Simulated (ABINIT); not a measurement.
Planning a run of ABINIT 10.8.3 on Diamond (Fd-3m, 2 atoms a cell). The input:

```
acell 3*1.0 Angstrom
rprim 
  -0.000000000000 1.783370000000 1.783370000000
  1.783370000000 -0.000000000000 1.783370000000
  1.783370000000 1.783370000000 0.000000000000
ntypat 1
znucl 6
natom 2
typat 1 1
xred 
  0.000000000000 0.000000000000 -0.000000000000
  0.250000000000 0.250000000000 0.250000000000
pp_dirpath "pseudos"
pseudos "C.upf"
ecut 37
ngkpt 8 8 8
nshiftk 1
shiftk 0 0 0
kptopt 1
chksymbreak 0
istwfk *1
occopt 1
irdwfk 1
optdriver 3
nband 51
ecuteps 8.4
inclvkb 2
awtr 1
symchi 1
indata_prefix "in"
outdata_prefix "out"
tmpdata_prefix "tmp"
```

```sh
OMP_NUM_THREADS=1 mpirun -n 4 abinit run.abi > log
```

Question: How long will it take on 4 MPI ranks of Arm Neoverse V1, shared host, and how much memory?

It took 33 s; on shared hardware allow 16 s to 65 s. Peak host memory was 0.58 GiB.

[Paths, hosts, dates, memory and timing lines, banners, echoed tables and standing remarks are left out of the program output.]

[Logs are printed without paths, hosts, clocks, repeated set-up lines and the standing remarks that a program may print on its own settings, such as how far it seeks lower states.]

[Runs of the session that timed out or met a known fault of the program may be left out.]

[No measured gap is set beside runs whose start may be inverted or whose files or cutoffs have a known fault.]

[Hosts, paths, dates, database ids (printed as entryN), source tags and the programs' standing remarks are cut or masked in the printed files.]

[G0W0 gaps are taken among the corrected bands and points alone; a level outside them can change the order at an edge.]

[Where Ansatz stands beside ABINIT at settings called matched, ABINIT's density can come from a denser mesh and the files from another edition; pairs whose starting gaps differed by over 0.03 eV were left out, so agreement reads better than it is.]
